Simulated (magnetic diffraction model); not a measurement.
# Solving a magnetic structure from powder neutron data: Al6VGaFe4Bi

Space group Imm2 (no. 44), a = 5.0150 Å, b = 8.7640 Å, c = 9.0430 Å.

```csv
site,atom,x,y,z
2a,Bi,0,0,0.9961
2a,Ga,0,0,0.3530
8e,Fe,0.7667,0.2465,0.7449
2a,V,0,0,0.6510
4d,Al,1/2,0.8620,0.5030
4d,Al,0,0.2693,0.5004
2b,Al,1/2,0,0.2268
2b,Al,1/2,0,0.7710
```

The compound is invented for this exercise: a known structure type with other elements, its cell scaled to their sizes and not relaxed.

Only Fe is taken to order (form factors of Fe2+); orders and moment sizes are assumed, and not adapted to the symmetry. Radiation: neutrons of λ = 1.909 Å, 2° to 40°; isotropic B of 0.21 Å² (Bi), 0.2 Å² (Ga), 0.23 Å² (Fe), 0.26 Å² (V) and 0.27 Å² (Al). Simulated constant-wavelength pattern: nuclear and magnetic terms add, the magnetic one as |2.695 fm × Σ f S⊥ exp(2πi Q·r) exp(−B s²)|², summed over all Q at one angle with the factor 1/(sin²θ cos θ). For a modulated order the moment at position r is S exp(−2πi k·r) + c.c., with S = m/2 for a sine wave of amplitude m and S = m(u + iv)/2 for moments turning in a plane, u and v being orthogonal unit vectors in it; the phase factor of the sum at Q = H + k is then exp(2πi H·r). Free-ion form factors, Sears's scattering lengths of 1992, no absorption; a label names one of the reflections at its angle. The strongest nuclear line in the range is 100, and lines under 0.2 are left out.

Above the ordering temperature:

```
2θ (°)    index      I
 17.45  (0 1 1)   10.8
 24.37  (0 0 2)   60.5
 25.14  (1 0 1)    2.9
 25.16  (0 2 0)   51.5
 25.33  (1 1 0)    2.1
 35.32  (0 2 2)  100.0
 35.44  (1 1 2)   25.4
 35.87  (1 2 1)   35.1
 39.13  (0 1 3)    6.8
```

Below it (cell unchanged):

| 2θ (°) | I |
| --- | --- |
| 3.02 | 1108.3 |
| 17.45 | 10.8 |
| 21.29 | 19.1 |
| 23.79 | 0.3 |
| 24.37 | 60.5 |
| 25.14 | 2.9 |
| 25.16 | 51.5 |
| 25.33 | 2.1 |
| 25.35 | 49.9 |
| 26.78 | 0.2 |
| 27.48 | 10.3 |
| 33.19 | 20.0 |
| 34.90 | 0.4 |
| 35.32 | 100.0 |
| 35.44 | 25.4 |
| 35.87 | 35.1 |
| 37.08 | 0.3 |
| 37.60 | 13.0 |
| 39.13 | 6.8 |

**Question.** Find the propagation vector, then choose among these models:
A. moments turning in the plane of [100] and [010], 2.45 μB on Fe; signs + at (0.7667, 0.2465, 0.7449), + at (0.2333, 0.2465, 0.7449), + at (0.7667, 0.7535, 0.7449), + at (0.2333, 0.7535, 0.7449)
B. a sine wave with moments along [001] (amplitudes given), 2.45 μB on Fe; signs + at (0.7667, 0.2465, 0.7449), + at (0.2333, 0.2465, 0.7449), + at (0.7667, 0.7535, 0.7449), + at (0.2333, 0.7535, 0.7449)
C. moments turning in the plane of [001] and [100], 2.45 μB on Fe; signs + at (0.7667, 0.2465, 0.7449), + at (0.2333, 0.2465, 0.7449), + at (0.7667, 0.7535, 0.7449), + at (0.2333, 0.7535, 0.7449)
D. moments turning in the plane of [010] and [001], 2.45 μB on Fe; signs + at (0.7667, 0.2465, 0.7449), + at (0.2333, 0.2465, 0.7449), + at (0.7667, 0.7535, 0.7449), + at (0.2333, 0.7535, 0.7449)

The new lines index as (0 0 1/4) at 3.02°, (0 0 7/4) at 21.29°, (1 0 3/4) at 23.79° and (0 2 1/4) at 25.35°, that is as H ± k with k = (0 0 1/4). Satellites come in pairs about each point of the reciprocal lattice.

Magnetic intensity, observed (below minus above) and for each model:

| 2θ (°) | index | observed | A | B | C | D |
| --- | --- | --- | --- | --- | --- | --- |
| 3.02 | (0 0 1/4) | 1108.3 | 2216.6 | <0.2 | 1108.3 | 1108.3 |
| 21.29 | (0 0 7/4) | 19.1 | 38.1 | <0.2 | 19.1 | 19.1 |
| 23.79 | (1 0 3/4) | 0.3 | 0.4 | 0.3 | 0.3 | 0.6 |
| 25.35 | (0 2 1/4) | 49.9 | 25.5 | 24.8 | 49.9 | 25.1 |
| 27.48 | (0 0 9/4) | 10.3 | 20.6 | <0.2 | 10.3 | 10.3 |
| 33.19 | (0 2 7/4) | 20.0 | 17.9 | 7.3 | 20.0 | 12.6 |
| 37.60 | (0 2 9/4) | 13.0 | 13.8 | 4.1 | 13.0 | 8.9 |

Model C matches.

The structure used: k = (0 0 1/4), moments turning in the plane of [001] and [100], 2.45 μB on Fe; signs + at (0.7667, 0.2465, 0.7449), + at (0.2333, 0.2465, 0.7449), + at (0.7667, 0.7535, 0.7449), + at (0.2333, 0.7535, 0.7449).

[Logs are printed without paths, hosts, clocks, repeated set-up lines and the standing remarks that a program may print on its own settings, such as how far it seeks lower states.]
